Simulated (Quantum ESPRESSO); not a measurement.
# Optical response of ZnS, part 2 of 3

Wanted: where ZnS starts to absorb, how strongly, and its refractive index. The cell comes from an older database entry, whose edges can differ from later determinations, mostly by under a per cent.

Quantum ESPRESSO 7.5; DFT, PBE, plane waves with norm-conserving potentials (PseudoDojo), scalar-relativistic, independent-particle optical response without local fields and without the non-local commutator.

So far. Step 2 (Ground state): There is a gap, 2.11 eV on this mesh (points off the mesh can give less), so no carriers' term is needed.

The database entry behind the starting cell differs from later determinations by our own check (about 0.1 % short), so it need not match the best structure at ambient conditions.

## (3) Ground state with the final occupations

Level of this step: DFT, PBE, plane waves with norm-conserving potentials (PseudoDojo), scalar-relativistic, ground state (Quantum ESPRESSO).

The ground state once more, with the occupations that the first run showed to fit.

Input file scf.in:

```
&control
  calculation = 'scf'
  prefix = 'x'
  outdir = './tmp'
  pseudo_dir = './'
  verbosity = 'high'
/
&system
  ibrav = 0
  nat = 2
  ntyp = 2
  ecutwfc = 90
  occupations = 'fixed'
/
&electrons
  conv_thr = 1e-09
  electron_maxstep = 100
/
ATOMIC_SPECIES
  Zn 1.0 Zn.upf
  S 1.0 S.upf
CELL_PARAMETERS angstrom
  0.000000000000 2.702000000000 2.702000000000
  2.702000000000 0.000000000000 2.702000000000
  2.702000000000 2.702000000000 0.000000000000
ATOMIC_POSITIONS crystal
  Zn 0.750000000000 0.750000000000 0.750000000000
  S 0.000000000000 0.000000000000 0.000000000000
K_POINTS automatic
  7 7 7 0 0 0
```

Command:

```sh
$ mpirun -n 4 pw.x -nk 4 -in scf.in
```

The log of the run:

```text
[banner, memory and clock lines left out]

     using ibrav=0 with symmetry is DISCOURAGED, use correct ibrav instead

     G-vector sticks info

     bravais-lattice index     =            0
     lattice parameter (alat)  =       7.2210  a.u.
     unit-cell volume          =     266.2457 (a.u.)^3
     number of atoms/cell      =            2
     number of atomic types    =            2
     number of electrons       =        26.00
     number of Kohn-Sham states=           13
     kinetic-energy cutoff     =      90.0000  Ry
     charge density cutoff     =     360.0000  Ry
     scf convergence threshold =      1.0E-09
     mixing beta               =       0.7000
     number of iterations used =            8  plain     mixing
     Exchange-correlation= PBE
                           (   1   4   3   4   0   0   0)

     celldm(1)=   7.221031  celldm(2)=   0.000000  celldm(3)=   0.000000
     celldm(4)=   0.000000  celldm(5)=   0.000000  celldm(6)=   0.000000

     crystal axes: (cart. coord. in units of alat)
               a(1) = (   0.000000   0.707107   0.707107 )
               a(2) = (   0.707107   0.000000   0.707107 )
               a(3) = (   0.707107   0.707107   0.000000 )

     reciprocal axes: (cart. coord. in units 2 pi/alat)
               b(1) = ( -0.707107  0.707107  0.707107 )
               b(2) = (  0.707107 -0.707107  0.707107 )
               b(3) = (  0.707107  0.707107 -0.707107 )

     ./Zn.upf
     Pseudo is Norm-conserving + core correction, Zval = 20.0
     Generated using ONCVPSP code by D. R. Hamann
     Using radial grid of 1326 points,  6 beta functions with:
                l(1) =   0
                l(2) =   0
                l(3) =   1
                l(4) =   1
                l(5) =   2
                l(6) =   2

     ./S.upf
     Pseudo is Norm-conserving + core correction, Zval =  6.0
     Generated using ONCVPSP code by D. R. Hamann
     Using radial grid of 1146 points,  6 beta functions with:
                l(1) =   0
                l(2) =   0
                l(3) =   1
                l(4) =   1
                l(5) =   2
                l(6) =   2

     atomic species   valence    mass     pseudopotential
     Zn               20.00     1.00000     Zn( 1.00)
     S                 6.00     1.00000     S ( 1.00)

     24 Sym. Ops. (no inversion) found

                                    s                        frac. trans.

     [... symmetry matrices left out ...]
   Cartesian axes

     site n.     atom                  positions (alat units)
         1        Zn     tau(   1) = (   1.0606602   1.0606602   1.0606602  )
         2        S      tau(   2) = (   0.0000000   0.0000000   0.0000000  )

   Crystallographic axes

     site n.     atom                  positions (cryst. coord.)
         1        Zn     tau(   1) = (  0.7500000  0.7500000  0.7500000  )
         2        S      tau(   2) = (  0.0000000  0.0000000  0.0000000  )

     number of k points=    20
                       cart. coord. in units 2pi/alat
        k(    1) = (   0.0000000   0.0000000   0.0000000), wk =   0.0058309
        k(    2) = (   0.1010153   0.1010153  -0.1010153), wk =   0.0466472
        k(    3) = (   0.2020305   0.2020305  -0.2020305), wk =   0.0466472
        k(    4) = (   0.3030458   0.3030458  -0.3030458), wk =   0.0466472
        k(    5) = (   0.2020305  -0.0000000   0.0000000), wk =   0.0349854
        k(    6) = (   0.3030458   0.1010153  -0.1010153), wk =   0.1399417
        k(    7) = (   0.4040610   0.2020305  -0.2020305), wk =   0.1399417
        k(    8) = (  -0.2020305  -0.4040610   0.4040610), wk =   0.1399417
        k(    9) = (  -0.1010153  -0.3030458   0.3030458), wk =   0.1399417
        k(   10) = (  -0.0000000  -0.2020305   0.2020305), wk =   0.0699708
        k(   11) = (   0.4040610  -0.0000000   0.0000000), wk =   0.0349854
        k(   12) = (   0.5050763   0.1010153  -0.1010153), wk =   0.1399417
        k(   13) = (  -0.1010153  -0.5050763   0.5050763), wk =   0.1399417
        k(   14) = (   0.0000000  -0.4040610   0.4040610), wk =   0.0699708
        k(   15) = (   0.6060915  -0.0000000   0.0000000), wk =   0.0349854
        k(   16) = (  -0.0000000  -0.6060915   0.6060915), wk =   0.0699708
[...]
cryst. coord.
[...]
k(   13) = (  -0.0000000   0.2857143  -0.4285714), wk =   0.1399417
        k(   14) = (  -0.0000000   0.2857143  -0.2857143), wk =   0.0699708
        k(   15) = (   0.0000000   0.4285714   0.4285714), wk =   0.0349854
        k(   16) = (   0.0000000   0.4285714  -0.4285714), wk =   0.0699708
        k(   17) = (   0.1428571   0.2857143   0.4285714), wk =   0.1399417
        k(   18) = (   0.1428571   0.2857143  -0.4285714), wk =   0.2798834
        k(   19) = (   0.1428571   0.4285714  -0.4285714), wk =   0.1399417
        k(   20) = (   0.1428571   0.4285714  -0.2857143), wk =   0.1399417

     Dense  grid:    30731 G-vectors     FFT dimensions: (  45,  45,  45)

     Initial potential from superposition of free atoms

     starting charge      25.9998, renormalised to      26.0000
     Starting wfcs are   14 randomized atomic wfcs

     Self-consistent Calculation

     iteration #  1     ecut=    90.00 Ry     beta= 0.70
     Davidson diagonalization with overlap

            54 MiB given to the printing process from OS
            25 MiB allocation reported by mallinfo(arena+hblkhd)
------------------
     ethr =  1.00E-02,  avg # of iterations =  2.0

     Threshold (ethr) on eigenvalues was too large:
     Diagonalizing with lowered threshold

     Davidson diagonalization with overlap

            58 MiB given to the printing process from OS
            28 MiB allocation reported by mallinfo(arena+hblkhd)
------------------
     ethr =  4.22E-04,  avg # of iterations =  2.0

     total energy              =    -440.23557633 Ry
     estimated scf accuracy    <       0.10253801 Ry

     iteration #  2     ecut=    90.00 Ry     beta= 0.70
     Davidson diagonalization with overlap

            68 MiB given to the printing process from OS
            34 MiB allocation reported by mallinfo(arena+hblkhd)
------------------
     ethr =  3.94E-04,  avg # of iterations =  2.4

     total energy              =    -440.26824713 Ry
     estimated scf accuracy    <       0.04583926 Ry

     iteration #  3     ecut=    90.00 Ry     beta= 0.70
     Davidson diagonalization with overlap

            69 MiB given to the printing process from OS
            35 MiB allocation reported by mallinfo(arena+hblkhd)
------------------
     ethr =  1.76E-04,  avg # of iterations =  2.0

     total energy              =    -440.27694740 Ry
     estimated scf accuracy    <       0.00070971 Ry

     iteration #  4     ecut=    90.00 Ry     beta= 0.70
     Davidson diagonalization with overlap

            70 MiB given to the printing process from OS
            36 MiB allocation reported by mallinfo(arena+hblkhd)
------------------
     ethr =  2.73E-06,  avg # of iterations =  2.8

     total energy              =    -440.27712196 Ry
     estimated scf accuracy    <       0.00009111 Ry

     iteration #  5     ecut=    90.00 Ry     beta= 0.70
     Davidson diagonalization with overlap

            71 MiB given to the printing process from OS
            37 MiB allocation reported by mallinfo(arena+hblkhd)
------------------
     ethr =  3.50E-07,  avg # of iterations =  2.0

     total energy              =    -440.27712378 Ry
     estimated scf accuracy    <       0.00001323 Ry

     iteration #  6     ecut=    90.00 Ry     beta= 0.70
     Davidson diagonalization with overlap

            72 MiB given to the printing process from OS
            38 MiB allocation reported by mallinfo(arena+hblkhd)
------------------
     ethr =  5.09E-08,  avg # of iterations =  2.2

     total energy              =    -440.27712706 Ry
     estimated scf accuracy    <       0.00000019 Ry

     iteration #  7     ecut=    90.00 Ry     beta= 0.70
     Davidson diagonalization with overlap

            73 MiB given to the printing process from OS
            39 MiB allocation reported by mallinfo(arena+hblkhd)
------------------
     ethr =  7.15E-10,  avg # of iterations =  3.9

     total energy              =    -440.27712716 Ry
     estimated scf accuracy    <       0.00000026 Ry

     iteration #  8     ecut=    90.00 Ry     beta= 0.70
     Davidson diagonalization with overlap

            74 MiB given to the printing process from OS
            40 MiB allocation reported by mallinfo(arena+hblkhd)
------------------
     ethr =  7.15E-10,  avg # of iterations =  2.0

     total energy              =    -440.27712721 Ry
     estimated scf accuracy    <          1.8E-09 Ry

     iteration #  9     ecut=    90.00 Ry     beta= 0.70
     Davidson diagonalization with overlap

            75 MiB given to the printing process from OS
            41 MiB allocation reported by mallinfo(arena+hblkhd)
------------------
     ethr =  7.08E-12,  avg # of iterations =  3.9

     End of self-consistent calculation

          k = 0.0000 0.0000 0.0000 (  3839 PWs)   bands (ev):

  -117.5896 -71.7514 -71.7514 -71.7514  -5.8336   0.9689   0.9689   0.9689
     1.4650   1.4650   7.3032   7.3032   7.3032

     occupation numbers
     1.0000   1.0000   1.0000   1.0000   1.0000   1.0000   1.0000   1.0000
     1.0000   1.0000   1.0000   1.0000   1.0000

          k = 0.1010 0.1010-0.1010 (  3795 PWs)   bands (ev):

  -117.5896 -71.7514 -71.7514 -71.7514  -5.6826   0.9721   0.9957   0.9957
     1.4632   1.4632   5.9501   7.1160   7.1160

     occupation numbers
     1.0000   1.0000   1.0000   1.0000   1.0000   1.0000   1.0000   1.0000
     1.0000   1.0000   1.0000   1.0000   1.0000

          k = 0.2020 0.2020-0.2020 (  3828 PWs)   bands (ev):

  -117.5896 -71.7515 -71.7514 -71.7514  -5.3081   1.0485   1.0485   1.0555
     1.4704   1.4704   4.0052   6.7429   6.7429

     occupation numbers
     1.0000   1.0000   1.0000   1.0000   1.0000   1.0000   1.0000   1.0000
     1.0000   1.0000   1.0000   1.0000   1.0000

          k = 0.3030 0.3030-0.3030 (  3825 PWs)   bands (ev):

  -117.5896 -71.7515 -71.7514 -71.7514  -4.9616   1.0801   1.0801   1.4200
     1.4913   1.4913   2.4354   6.4761   6.4761

     occupation numbers
     1.0000   1.0000   1.0000   1.0000   1.0000   1.0000   1.0000   1.0000
     1.0000   1.0000   1.0000   1.0000   1.0000

     [... further k points left out ...]

     highest occupied level (ev):     7.3032

!    total energy              =    -440.27712721 Ry
     estimated scf accuracy    <          8.4E-10 Ry

     The total energy is the sum of the following terms:
     one-electron contribution =    -358.93615028 Ry
     hartree contribution      =     184.58977505 Ry
     xc contribution           =     -51.33543918 Ry
     ewald contribution        =    -214.59531280 Ry

     convergence has been achieved in   9 iterations

     XML data file, charge density, pseudopotentials, collected wavefunctions

                                        0.00s GPU  (     191 calls)
```

The job ended after 6.3 s (4 MPI ranks of Arm Neoverse V1, shared host; peak memory 0.07 GiB; 25 s of CPU time).

## (4) Bands on the whole mesh, 11×11×11

At the fixed density, many empty bands are solved on the mesh of the response, since the spectrum sums over them.

This step: DFT, PBE, plane waves with norm-conserving potentials (PseudoDojo), scalar-relativistic, bands at fixed density (Quantum ESPRESSO 7.5).

nscf.in, as its differences from scf.in of step 3:

```diff
@@ -1,3 +1,3 @@
 &control
-  calculation = 'scf'
+  calculation = 'nscf'
   prefix = 'x'
@@ -5,3 +5,2 @@
   pseudo_dir = './'
-  verbosity = 'high'
 /
@@ -13,2 +12,5 @@
   occupations = 'fixed'
+  nbnd = 31
+  nosym = .true.
+  noinv = .true.
 /
@@ -17,2 +19,3 @@
   electron_maxstep = 100
+  diago_full_acc = .true.
 /
@@ -29,2 +32,2 @@
 K_POINTS automatic
-  7 7 7 0 0 0
+  11 11 11 0 0 0
```

Command:

```sh
$ mpirun -n 4 pw.x -nk 4 -in nscf.in
```

The log of the run:

```text
[banner, memory and clock lines left out]

     Atomic positions and unit cell read from directory:

     G-vector sticks info

     bravais-lattice index     =            0
     lattice parameter (alat)  =       7.2210  a.u.
     unit-cell volume          =     266.2457 (a.u.)^3
     number of atoms/cell      =            2
     number of atomic types    =            2
     number of electrons       =        26.00
     number of Kohn-Sham states=           31
     kinetic-energy cutoff     =      90.0000  Ry
     charge density cutoff     =     360.0000  Ry
     Exchange-correlation= PBE
                           (   1   4   3   4   0   0   0)

     celldm(1)=   7.221031  celldm(2)=   0.000000  celldm(3)=   0.000000
     celldm(4)=   0.000000  celldm(5)=   0.000000  celldm(6)=   0.000000

     crystal axes: (cart. coord. in units of alat)
               a(1) = (   0.000000   0.707107   0.707107 )
               a(2) = (   0.707107   0.000000   0.707107 )
               a(3) = (   0.707107   0.707107   0.000000 )

     reciprocal axes: (cart. coord. in units 2 pi/alat)
               b(1) = ( -0.707107  0.707107  0.707107 )
               b(2) = (  0.707107 -0.707107  0.707107 )
               b(3) = (  0.707107  0.707107 -0.707107 )

     ./Zn.upf
     Pseudo is Norm-conserving + core correction, Zval = 20.0
     Generated using ONCVPSP code by D. R. Hamann
     Using radial grid of 1326 points,  6 beta functions with:
                l(1) =   0
                l(2) =   0
                l(3) =   1
                l(4) =   1
                l(5) =   2
                l(6) =   2

     ./S.upf
     Pseudo is Norm-conserving + core correction, Zval =  6.0
     Generated using ONCVPSP code by D. R. Hamann
     Using radial grid of 1146 points,  6 beta functions with:
                l(1) =   0
                l(2) =   0
                l(3) =   1
                l(4) =   1
                l(5) =   2
                l(6) =   2

     atomic species   valence    mass     pseudopotential
     Zn               20.00     1.00000     Zn( 1.00)
     S                 6.00     1.00000     S ( 1.00)

     No symmetry found

   Cartesian axes

     site n.     atom                  positions (alat units)
         1        Zn     tau(   1) = (   1.0606602   1.0606602   1.0606602  )
         2        S      tau(   2) = (   0.0000000   0.0000000   0.0000000  )

     number of k points=  1331

     Number of k-points >= 100: set verbosity='high' to print them.

     Dense  grid:    30731 G-vectors     FFT dimensions: (  45,  45,  45)

     The potential is recalculated from file :

     Starting wfcs are   14 randomized atomic wfcs +   17 random wfcs

     Band Structure Calculation
     Davidson diagonalization with overlap

     ethr =  3.85E-12,  avg # of iterations = 32.8

     End of band structure calculation

     Number of k-points >= 100: set verbosity='high' to print the bands.

     highest occupied, lowest unoccupied level (ev):     7.3033    9.4159

     XML data file, pseudopotentials, collected wavefunctions

                                        0.00s GPU  (   11883 calls)

[... left out ...]
ulation
     Davidson diagonalization with overlap

     ethr =  3.85E-12,  avg # of iterations = 32.8

     End of band structure calculation

     Number of k-points >= 100: set verbosity='high' to print the bands.

     highest occupied, lowest unoccupied level (ev):     7.3033    9.4159

     XML data file, pseudopotentials, collected wavefunctions

                                        0.00s GPU  (   11883 calls)
```

Elapsed: 8.5 min, on 4 MPI ranks; peak memory 0.06 GiB.

(Part 2 of 3 ends here.)

[Machine, clock, banner and «Message from routine» lines are left out of the logs.]

[Logs are printed without paths, hosts, clocks, repeated set-up lines and the standing remarks that a program may print on its own settings, such as how far it seeks lower states.]

[Hosts, paths, dates, database ids (printed as entryN), source tags and the programs' standing remarks are cut or masked in the printed files.]
